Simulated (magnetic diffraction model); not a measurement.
## Ba2NdSbS6: what an assumed order does to the neutron pattern

Space group Pn-3 (no. 201, origin choice 1), a = 10.0740 Å.

| site | atom | x | y | z |
| --- | --- | --- | --- | --- |
| 4c | Nd | 1/4 | 1/4 | 3/4 |
| 6d | Ba | 0 | 1/2 | 1/2 |
| 2a | Ba | 0 | 0 | 0 |
| 4b | Sb | 3/4 | 3/4 | 1/4 |
| 24h | S | 0.0144 | 0.7367 | 0.7663 |

This is a made-up structure (elements placed in a structure type, unrelaxed), so the numbers test the method and describe no known phase.

Only Nd is taken to order (form factors of Nd3+); orders and moment sizes are assumed, and not adapted to the symmetry. Radiation: neutrons of λ = 2.36 Å, 5° to 50°; isotropic B of 0.42 Å² (Nd), 0.45 Å² (Ba), 0.62 Å² (Sb) and 0.8 Å² (S). The intensities are simulated: I ∝ L Σ (|F_N|² + |F_M⊥|²) for unpolarised neutrons, with F_M = 2.695 fm/μB × Σ f(s) S exp(2πi Q·r) exp(−B s²) at Q = H ± k (one set where k and −k are equivalent), only the part normal to Q counting and L = 1/(sin²θ cos θ). For collinear order S is the moment m, which repeats by lattice and centring translations R with the sign exp(−2πi k·R). Form factors are spin-only for 3d ions and dipole or tabulated for f ions, scattering lengths are Sears's of 1992, and absorption is left out. A label names one of the reflections at its angle. The strongest nuclear line in the range is 100, and lines under 0.2 are left out.

Assume the order k = (0 0 0), collinear moments along [010], 2 μB on Nd; signs + at (1/4, 1/4, 3/4), − at (1/4, 3/4, 1/4), + at (3/4, 1/4, 1/4), − at (3/4, 3/4, 3/4).

Predict the pattern, nuclear and magnetic parts apart.

| 2θ (°) | index | nuclear | magnetic |
| --- | --- | --- | --- |
| 19.07 | (1 0 1) | 0.0 | 11.4 |
| 27.10 | (2 0 0) | 23.0 | 0.0 |
| 30.37 | (2 1 0) | 0.0 | 7.2 |
| 33.35 | (1 2 1) | 0.0 | 2.5 |
| 38.70 | (2 2 0) | 100.0 | 0.0 |
| 41.15 | (2 1 2) | 0.0 | 4.3 |
| 43.48 | (3 1 0) | 2.1 | 4.3 |
| 45.72 | (3 1 1) | 3.3 | 0.0 |
| 47.88 | (2 2 2) | 23.8 | 0.0 |
| 49.96 | (2 3 0) | 0.0 | 1.0 |

The strongest magnetic line in the range is (1 0 1) at 19.07° (11.4). On top of the Lorentz factor, which all lines share, magnetic lines fade with angle because f falls: for Nd3+ it is 0.98, 0.90, 0.79 and 0.54 at sin θ/λ = 0.1, 0.2, 0.3 and 0.5 Å⁻¹, while nuclear lengths stay constant. The order has no net moment.
